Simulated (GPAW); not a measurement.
# Near-edge structure at the O K edge of HfO2 (Fm-3m)

Aim: the dependence of the O K near-edge features of HfO2 (Fm-3m) on volume.

Program: GPAW 26.7.0. Level of theory: X-ray absorption from dipole matrix elements to empty bands, plane-wave PAW revPBE, without spin-orbit coupling. Results are calculated unless marked as measured.

This is a report of a sequence of runs, with most program output left out.

**1. The starting structure**

It takes space group Fm-3m (No. 225, cubic). Conventional cell: a = 5.115 Å, b = 5.115 Å, c = 5.115 Å, α = 90.00°, β = 90.00°, γ = 90.00°. Hf has 8 O at 2.21 Å nearest. O has 4 Hf at 2.21 Å nearest. Farther neighbours and most contacts between anions are not listed.

Coordinates:

```cif
data_structure
_symmetry_space_group_name_H-M 'P 1'
_symmetry_Int_Tables_number 1
_cell_length_a 3.6169
_cell_length_b 3.6169
_cell_length_c 3.6169
_cell_angle_alpha 60.000
_cell_angle_beta 60.000
_cell_angle_gamma 60.000
_cell_volume 33.46
loop_
_atom_site_label
_atom_site_type_symbol
_atom_site_fract_x
_atom_site_fract_y
_atom_site_fract_z
_atom_site_occupancy
Hf1 Hf 0.00000 0.00000 0.00000 1
O2 O 0.75000 0.75000 0.75000 1
O3 O 0.25000 0.25000 0.25000 1
```

**2. The field without a hole**

The ground state comes first: it tells whether the system has a gap, which decides how the excited electron is treated.

File scf.py:

```python
import numpy as np
from ase import Atoms
from ase.parallel import parprint, paropen
from gpaw import GPAW, PW, FermiDirac, Mixer, MixerDif, setup_paths
from gpaw.test import gen
setup_paths.insert(0, '.')
gen('O', name='nch1s', xcname='revPBE', corehole=(1, 0, 0), write_xml=True)
from gpaw.mpi import world
world.barrier()

atoms = Atoms('HfO2',
    cell=[[0, 2.5575, 2.5575],
     [2.5575, 0, 2.5575],
     [2.5575, 2.5575, 0]],
    scaled_positions=[[0, 0, 0],
     [0.75, 0.75, 0.75],
     [0.25, 0.25, 0.25]],
    pbc=True)
atoms.calc = calc = GPAW(legacy_gpaw=True, mode=PW(500), xc='revPBE', setups={1: 'nch1s'},
    kpts={'size': (8, 8, 8), 'gamma': True}, occupations=FermiDirac(0.05),
    charge=0, mixer=Mixer(0.1, 5, 50), maxiter=150,
    convergence={'density': 0.0001}, txt='scf.txt')
energy = atoms.get_potential_energy() + calc.get_reference_energy()
ef = calc.get_fermi_level()
out = dict(energy=energy, fermi=ef, forces=atoms.get_forces().tolist())
parprint(f'all-electron energy {energy:.4f} eV, Fermi level {ef:.4f} eV')
ev = np.array([[calc.get_eigenvalues(k, s) for k in range(len(calc.get_ibz_k_points()))] for s in range(calc.get_number_of_spins())])
out['homo'], out['lumo'], out['counts'] = ev[ev < ef].max(), ev[ev > ef].min(), sorted(set((ev < ef).sum((0, 2)).tolist()))
out['filled'] = (ev[:, 0] < ef).sum(1).tolist()
import json
with paropen('out.json', 'w') as f:
    json.dump(out, f)
```

Launch:

```sh
$ OMP_NUM_THREADS=1 mpirun -n 2 gpaw python scf.py
```

The job ended after 7.9 s (2 MPI ranks of Arm Neoverse V1, shared host; peak memory 0.18 GiB).

The mesh shows a gap of 3.81 eV, so the hole is first treated in a charged cell, without the excited electron.

**3. Supercell without a hole, the energy reference**

The photon energy needs a difference of total energies, so the cell and mesh of the coming hole run are first run without a hole.

scf.py: that of step 2 with these lines changed.

```diff
@@ -10,12 +10,27 @@
 
-atoms = Atoms('HfO2',
-    cell=[[0, 2.5575, 2.5575],
-     [2.5575, 0, 2.5575],
-     [2.5575, 2.5575, 0]],
+atoms = Atoms('Hf6O12',
+    cell=[[2.5575, 5.115, -2.5575],
+     [5.115, -2.5575, 2.5575],
+     [2.5575, -5.115, -2.5575]],
     scaled_positions=[[0, 0, 0],
-     [0.75, 0.75, 0.75],
-     [0.25, 0.25, 0.25]],
+     [0.5, 0, 0.5],
+     [0, 0.33333333, 0.33333333],
+     [0.5, 0.66666667, 0.16666667],
+     [0.5, 0.33333333, 0.83333333],
+     [0, 0.66666667, 0.66666667],
+     [0.375, 0, 0.125],
+     [0.875, 0, 0.625],
+     [0.375, 0.33333333, 0.45833333],
+     [0.875, 0.66666667, 0.29166667],
+     [0.875, 0.33333333, 0.95833333],
+     [0.375, 0.66666667, 0.79166667],
+     [0.125, 0.33333333, 0.70833333],
+     [0.625, 0.33333333, 0.20833333],
+     [0.125, 0.66666667, 0.04166667],
+     [0.625, 0, 0.875],
+     [0.625, 0.66666667, 0.54166667],
+     [0.125, 0, 0.375]],
     pbc=True)
-atoms.calc = calc = GPAW(legacy_gpaw=True, mode=PW(500), xc='revPBE', setups={1: 'nch1s'},
-    kpts={'size': (8, 8, 8), 'gamma': True}, occupations=FermiDirac(0.05),
+atoms.calc = calc = GPAW(legacy_gpaw=True, mode=PW(500), xc='revPBE', setups={6: 'nch1s'},
+    kpts={'size': (2, 3, 3), 'gamma': True}, occupations=FermiDirac(0.02),
     charge=0, mixer=Mixer(0.1, 5, 50), maxiter=150,
```

Run time: 2.1 min. Hardware: 2 MPI ranks; peak memory 0.37 GiB; 4.2 min of CPU time.

Reference energy: -2484037.909 eV with the cores included.

**4. Spectrum with FCH, O atom 2**

The holes are 6.3 Å apart. In GPAW the data set carries the hole's charge, so charge=0 means a charged cell and charge=-1 a neutral one. The excited electron is left out and a uniform background balances the charge. After the field has converged, empty bands are computed with the density fixed and the dipole matrix elements are summed.

The absorber has 4 Hf at 2.21 Å (tetrahedral, site symmetry -43m).

File xas.py:

```python
import numpy as np
from ase import Atoms
from ase.parallel import parprint, paropen
from gpaw import GPAW, PW, FermiDirac, Mixer, MixerDif, setup_paths
from gpaw.test import gen
setup_paths.insert(0, '.')
gen('O', name='fch1s', xcname='revPBE', corehole=(1, 0, 1), write_xml=True)
from gpaw.mpi import world
world.barrier()

atoms = Atoms('Hf6O12',
    cell=[[2.5575, 5.115, -2.5575],
     [5.115, -2.5575, 2.5575],
     [2.5575, -5.115, -2.5575]],
    scaled_positions=[[0, 0, 0],
     [0.5, 0, 0.5],
     [0, 0.33333333, 0.33333333],
     [0.5, 0.66666667, 0.16666667],
     [0.5, 0.33333333, 0.83333333],
     [0, 0.66666667, 0.66666667],
     [0.375, 0, 0.125],
     [0.875, 0, 0.625],
     [0.375, 0.33333333, 0.45833333],
     [0.875, 0.66666667, 0.29166667],
     [0.875, 0.33333333, 0.95833333],
     [0.375, 0.66666667, 0.79166667],
     [0.125, 0.33333333, 0.70833333],
     [0.625, 0.33333333, 0.20833333],
     [0.125, 0.66666667, 0.04166667],
     [0.625, 0, 0.875],
     [0.625, 0.66666667, 0.54166667],
     [0.125, 0, 0.375]],
    pbc=True)
atoms.calc = calc = GPAW(legacy_gpaw=True, mode=PW(500), xc='revPBE', setups={6: 'fch1s'},
    kpts={'size': (2, 3, 3), 'gamma': True}, occupations=FermiDirac(0.02),
    charge=0, mixer=Mixer(0.1, 5, 50), maxiter=150,
    convergence={'density': 0.0001}, txt='scf.txt')
energy = atoms.get_potential_energy() + calc.get_reference_energy()
ef = calc.get_fermi_level()
out = dict(energy=energy, fermi=ef, forces=atoms.get_forces().tolist())
parprint(f'all-electron energy {energy:.4f} eV, Fermi level {ef:.4f} eV')
ev = np.array([[calc.get_eigenvalues(k, s) for k in range(len(calc.get_ibz_k_points()))] for s in range(calc.get_number_of_spins())])
out['homo'], out['lumo'], out['counts'] = ev[ev < ef].max(), ev[ev > ef].min(), sorted(set((ev < ef).sum((0, 2)).tolist()))
out['filled'] = (ev[:, 0] < ef).sum(1).tolist()

from ase.units import Ha
from gpaw.xas import dipole_matrix_elements
nb = int(calc.get_number_of_electrons() / 2) + 152
top, nb = nb, nb + 8 + nb // 12
nscf = calc.fixed_density(kpts={'size': (3, 3, 3), 'gamma': True}, nbands=nb,
    convergence={'bands': top, 'eigenstates': 1e-5}, maxiter=60, txt='nscf.txt')
cell = atoms.cell.array
ops = [cell.T @ U.T @ np.linalg.inv(cell.T) for U in nscf.wfs.kd.symmetry.op_scc]
filled = [72]  # bands filled in the ground state, by spin
E = np.arange(-6, 34, 0.1)
fwhm = np.interp(E, [4, 25], [0.9, 3.5])
Y, X, zero, highest = 0, 0, 1e9, 1e9
for spin in range(nscf.get_number_of_spins()):
    wfs = nscf.wfs
    A = dipole_matrix_elements(wfs.setups[6])
    eps = np.zeros((wfs.kd.nibzkpts, nb))
    d = np.zeros((3, A.shape[1], wfs.kd.nibzkpts, nb), complex)
    for kpt in wfs.kpt_u:
        if kpt.s == spin and 6 in kpt.P_ani:
            eps[kpt.k] = kpt.eps_n * Ha
            d[:, :, kpt.k] = (kpt.weight * wfs.nspins / 2) ** 0.5 * np.inner(A, kpt.P_ani[6])
    world.sum(eps)
    world.sum(d)
    T = np.einsum('amkn,bmkn->abkn', d, d.conj()).real
    T = sum(np.einsum('ai,ijkn,bj->abkn', R, T, R) for R in ops) / len(ops)
    empty = np.ones_like(eps, bool) & (np.arange(nb) >= filled[spin])
    zero, highest = min(zero, eps[empty].min()), min(highest, eps[:, top - 1].min())
    lines = [(eps, T, empty)] if spin == 0 else lines + [(eps, T, empty)]
for eps, T, empty in lines:
    f = np.einsum('aakn->akn', T).reshape(3, -1)
    x = eps.ravel() - zero
    w = np.interp(x, E, fwhm) / 2.35482
    g = np.exp(-0.5 * ((E[:, None] - x) / w) ** 2) / (w * (2 * np.pi) ** 0.5)
    Y = Y + (f * empty.ravel()) @ g.T
    X = X + (f * ~empty.ravel()) @ g.T
out.update(E=E.round(2).tolist(), xas=Y.tolist(), xes=X.tolist(), zero=zero, valid=highest - zero, nk=len(eps), nb=nb)
for i in range(0, len(E), 10):
    parprint(f'{E[i]:7.2f}', *(f'{v:10.3e}' for v in Y[:, i]))
import json
with paropen('out.json', 'w') as f:
    json.dump(out, f)
```

Launch:

```sh
$ OMP_NUM_THREADS=1 mpirun -n 2 gpaw python xas.py
```

It took 6.2 min on 2 MPI ranks; peak memory 0.57 GiB; 12 min of CPU time.

The O K spectrum, O atom 2, full core hole (charged cell) (energy from the lowest empty level; intensity scaled to a mean of 1 over the first 20 eV):

```csv
E (eV),intensity
-2.0,0.00
-1.5,0.00
-1.0,0.00
-0.5,0.13
0.0,0.94
0.5,1.57
1.0,0.76
1.5,0.22
2.0,0.20
2.5,0.91
3.0,2.16
3.5,3.08
4.0,2.86
4.5,1.87
5.0,1.40
5.5,0.99
6.0,0.79
6.5,0.74
7.0,0.65
7.5,0.72
8.0,0.98
8.5,1.18
9.0,1.16
9.5,0.94
10.0,0.66
10.5,0.51
11.0,0.57
11.5,0.77
12.0,0.98
12.5,1.11
13.0,1.11
13.5,1.01
14.0,0.88
14.5,0.80
15.0,0.76
15.5,0.77
16.0,0.78
16.5,0.80
17.0,0.81
17.5,0.79
18.0,0.75
18.5,0.70
19.0,0.67
19.5,0.67
20.0,0.71
20.5,0.78
21.0,0.86
21.5,0.94
22.0,1.00
22.5,1.00
23.0,0.96
23.5,0.87
24.0,0.75
24.5,0.63
25.0,0.52
25.5,0.44
26.0,0.39
26.5,0.36
27.0,0.34
27.5,0.35
28.0,0.36
28.5,0.39
29.0,0.41
29.5,0.44
30.0,0.47
30.5,0.51
31.0,0.55
31.5,0.60
32.0,0.67
```

Main maxima below 24 eV (height): 0.4 eV (1.58), 3.7 eV (3.20), 8.7 eV (1.20), 12.8 eV (1.12) and 22.3 eV (1.01). A K edge sees empty p states; the first features are O p mixed into the empty d states of the Hf neighbours, and the broad ones above probably into the cations' higher empty bands.

The hole costs E(hole) − E(ground) = 528.45 eV, and the lowest empty level of the hole cell on the spectrum's mesh lies at 12.11 eV, which puts the zero at 540.57 eV. One term is added: -8.91 eV, since the hole is spin-paired here and a spin-polarised one costs that much less in the free atom (computed apart). The photon energy is then 531.66 eV. The functional and the charged cell's background leave an error of a few eV in such absolute values.

**5. Reference energy of the supercell**

The cell and mesh change for the next run, so it gets a reference energy of its own.

The cell differs from the one that the last finished run ended in (a 6.265 → 6.071 Å, b 6.265 → 6.071 Å, c 6.265 → 6.071 Å).

scf.py: that of step 3 with these lines changed.

```diff
@@ -11,5 +11,5 @@
 atoms = Atoms('Hf6O12',
-    cell=[[2.5575, 5.115, -2.5575],
-     [5.115, -2.5575, 2.5575],
-     [2.5575, -5.115, -2.5575]],
+    cell=[[2.47835077, 4.95670153, -2.47835077],
+     [4.95670153, -2.47835077, 2.47835077],
+     [2.47835077, -4.95670153, -2.47835077]],
     scaled_positions=[[0, 0, 0],
@@ -34,3 +34,3 @@
 atoms.calc = calc = GPAW(legacy_gpaw=True, mode=PW(500), xc='revPBE', setups={6: 'nch1s'},
-    kpts={'size': (2, 3, 3), 'gamma': True}, occupations=FermiDirac(0.02),
+    kpts={'size': (3, 3, 3), 'gamma': True}, occupations=FermiDirac(0.02),
     charge=0, mixer=Mixer(0.1, 5, 50), maxiter=150,
```

Launch:

```sh
$ OMP_NUM_THREADS=1 mpirun -n 2 gpaw python scf.py
```

Run time: 2.7 min. Hardware: 2 MPI ranks; peak memory 0.38 GiB.

Reference energy: -2484036.312 eV with the cores included.

**6. Spectrum with FCH, O atom 2**

Shorter bonds are expected to push antibonding states and scattering resonances up, and longer ones down; the cell is scaled to test that.

Changed against the first core-hole run: volume scale from 1 to 0.91; the field's mesh follows (2×3×3 to 3×3×3).

xas.py: that of step 4 with these lines changed.

```diff
@@ -11,5 +11,5 @@
 atoms = Atoms('Hf6O12',
-    cell=[[2.5575, 5.115, -2.5575],
-     [5.115, -2.5575, 2.5575],
-     [2.5575, -5.115, -2.5575]],
+    cell=[[2.47835077, 4.95670153, -2.47835077],
+     [4.95670153, -2.47835077, 2.47835077],
+     [2.47835077, -4.95670153, -2.47835077]],
     scaled_positions=[[0, 0, 0],
@@ -34,3 +34,3 @@
 atoms.calc = calc = GPAW(legacy_gpaw=True, mode=PW(500), xc='revPBE', setups={6: 'fch1s'},
-    kpts={'size': (2, 3, 3), 'gamma': True}, occupations=FermiDirac(0.02),
+    kpts={'size': (3, 3, 3), 'gamma': True}, occupations=FermiDirac(0.02),
     charge=0, mixer=Mixer(0.1, 5, 50), maxiter=150,
@@ -47,3 +47,3 @@
 from gpaw.xas import dipole_matrix_elements
-nb = int(calc.get_number_of_electrons() / 2) + 152
+nb = int(calc.get_number_of_electrons() / 2) + 141
 top, nb = nb, nb + 8 + nb // 12
```

Launch:

```sh
$ OMP_NUM_THREADS=1 mpirun -n 2 gpaw python xas.py
```

Elapsed: 5.9 min, on 2 MPI ranks; peak memory 0.59 GiB; 12 min of CPU time.

```csv
E (eV),first run,this run
-2.0,0.00,0.00
-1.0,0.00,0.00
0.0,0.94,0.82
1.0,0.76,1.02
2.0,0.20,0.11
3.0,2.16,0.68
4.0,2.86,2.87
5.0,1.40,2.12
6.0,0.79,1.35
7.0,0.65,0.77
8.0,0.98,0.50
9.0,1.16,0.77
10.0,0.66,1.16
11.0,0.57,0.89
12.0,0.98,0.76
13.0,1.11,0.98
14.0,0.88,1.03
15.0,0.76,0.82
16.0,0.78,0.76
17.0,0.81,0.78
18.0,0.75,0.75
19.0,0.67,0.68
20.0,0.71,0.62
21.0,0.86,0.66
22.0,1.00,0.81
23.0,0.96,0.97
24.0,0.75,1.00
25.0,0.52,0.87
26.0,0.39,0.65
27.0,0.34,0.47
28.0,0.36,0.38
29.0,0.41,0.35
30.0,0.47,0.37
31.0,0.55,0.43
32.0,0.67,0.48
```

The scaled spectrum changes by 39 % r.m.s. A shift of +0.6 eV leaves 23 %. The highest intensity below 16 eV goes from 3.7 eV (3.20) to 4.3 eV (3.16).

The photon energy of the zero moves by +0.25 eV.

**7. Supercell without a hole, the energy reference**

The cell differs from the one that the last finished run ended in (a 6.071 → 6.327 Å, b 6.071 → 6.327 Å, c 6.071 → 6.327 Å).

scf.py: that of step 5 with these lines changed.

```diff
@@ -11,5 +11,5 @@
 atoms = Atoms('Hf6O12',
-    cell=[[2.47835077, 4.95670153, -2.47835077],
-     [4.95670153, -2.47835077, 2.47835077],
-     [2.47835077, -4.95670153, -2.47835077]],
+    cell=[[2.58282343, 5.16564686, -2.58282343],
+     [5.16564686, -2.58282343, 2.58282343],
+     [2.58282343, -5.16564686, -2.58282343]],
     scaled_positions=[[0, 0, 0],
@@ -34,3 +34,3 @@
 atoms.calc = calc = GPAW(legacy_gpaw=True, mode=PW(500), xc='revPBE', setups={6: 'nch1s'},
-    kpts={'size': (3, 3, 3), 'gamma': True}, occupations=FermiDirac(0.02),
+    kpts={'size': (2, 3, 3), 'gamma': True}, occupations=FermiDirac(0.02),
     charge=0, mixer=Mixer(0.1, 5, 50), maxiter=150,
```

Launch:

```sh
$ OMP_NUM_THREADS=1 mpirun -n 2 gpaw python scf.py
```

Run time: 2.7 min. Hardware: 2 MPI ranks; peak memory 0.37 GiB.

Reference energy: -2484037.828 eV with the cores included.

**8. Spectrum with FCH, O atom 2**

Changed against the first core-hole run: volume scale from 1 to 1.03.

xas.py: that of step 6 with these lines changed.

```diff
@@ -11,5 +11,5 @@
 atoms = Atoms('Hf6O12',
-    cell=[[2.47835077, 4.95670153, -2.47835077],
-     [4.95670153, -2.47835077, 2.47835077],
-     [2.47835077, -4.95670153, -2.47835077]],
+    cell=[[2.58282343, 5.16564686, -2.58282343],
+     [5.16564686, -2.58282343, 2.58282343],
+     [2.58282343, -5.16564686, -2.58282343]],
     scaled_positions=[[0, 0, 0],
@@ -34,3 +34,3 @@
 atoms.calc = calc = GPAW(legacy_gpaw=True, mode=PW(500), xc='revPBE', setups={6: 'fch1s'},
-    kpts={'size': (3, 3, 3), 'gamma': True}, occupations=FermiDirac(0.02),
+    kpts={'size': (2, 3, 3), 'gamma': True}, occupations=FermiDirac(0.02),
     charge=0, mixer=Mixer(0.1, 5, 50), maxiter=150,
@@ -47,3 +47,3 @@
 from gpaw.xas import dipole_matrix_elements
-nb = int(calc.get_number_of_electrons() / 2) + 141
+nb = int(calc.get_number_of_electrons() / 2) + 156
 top, nb = nb, nb + 8 + nb // 12
```

Launch:

```sh
$ OMP_NUM_THREADS=1 mpirun -n 2 gpaw python xas.py
```

Wall time 6.5 min (2 MPI ranks); peak memory 0.58 GiB.

```csv
E (eV),first run,this run
-2.0,0.00,0.00
-1.0,0.00,0.00
0.0,0.94,0.97
1.0,0.76,0.70
2.0,0.20,0.34
3.0,2.16,2.54
4.0,2.86,2.45
5.0,1.40,1.17
6.0,0.79,0.76
7.0,0.65,0.71
8.0,0.98,1.17
9.0,1.16,1.02
10.0,0.66,0.48
11.0,0.57,0.64
12.0,0.98,1.08
13.0,1.11,1.08
14.0,0.88,0.83
15.0,0.76,0.75
16.0,0.78,0.80
17.0,0.81,0.82
18.0,0.75,0.73
19.0,0.67,0.67
20.0,0.71,0.76
21.0,0.86,0.93
22.0,1.00,1.00
23.0,0.96,0.88
24.0,0.75,0.64
25.0,0.52,0.44
26.0,0.39,0.35
27.0,0.34,0.34
28.0,0.36,0.39
29.0,0.41,0.45
30.0,0.47,0.52
31.0,0.55,0.63
32.0,0.67,0.79
```

Against the first run the r.m.s. difference is 13 %. A shift of -0.2 eV leaves 8 %. The highest intensity below 16 eV goes from 3.7 eV (3.20) to 3.5 eV (3.19).

The photon energy of the zero moves by -0.09 eV.

**9. Reference energy of the supercell**

The cell changes for the next run, so it gets a reference energy of its own.

The cell differs from the one that the last finished run ended in (a 6.327 → 6.387 Å, b 6.327 → 6.387 Å, c 6.327 → 6.387 Å).

scf.py: that of step 7 with these lines changed.

```diff
@@ -11,5 +11,5 @@
 atoms = Atoms('Hf6O12',
-    cell=[[2.58282343, 5.16564686, -2.58282343],
-     [5.16564686, -2.58282343, 2.58282343],
-     [2.58282343, -5.16564686, -2.58282343]],
+    cell=[[2.60765979, 5.21531959, -2.60765979],
+     [5.21531959, -2.60765979, 2.60765979],
+     [2.60765979, -5.21531959, -2.60765979]],
     scaled_positions=[[0, 0, 0],
```

Launch:

```sh
$ OMP_NUM_THREADS=1 mpirun -n 2 gpaw python scf.py
```

Wall time 2.3 min (2 MPI ranks); peak memory 0.39 GiB.

Reference energy: -2484037.515 eV with the cores included.

(Part 1 of 2 ends here.)

[Logs are printed without paths, hosts, clocks, repeated set-up lines and the standing remarks that a program may print on its own settings, such as how far it seeks lower states.]

[Hosts, paths, dates, database ids (printed as entryN), source tags and the programs' standing remarks are cut or masked in the printed files.]

[Lists of maxima count a maximum above −3 eV only where it reaches 4 % of the highest in the window and stands out from its surroundings by 2 % of it (1.5 % where it reaches 55 %); shoulders and weaker maxima are passed over, and of the rest the first, up to two pre-edge ones and the few strongest are named.]
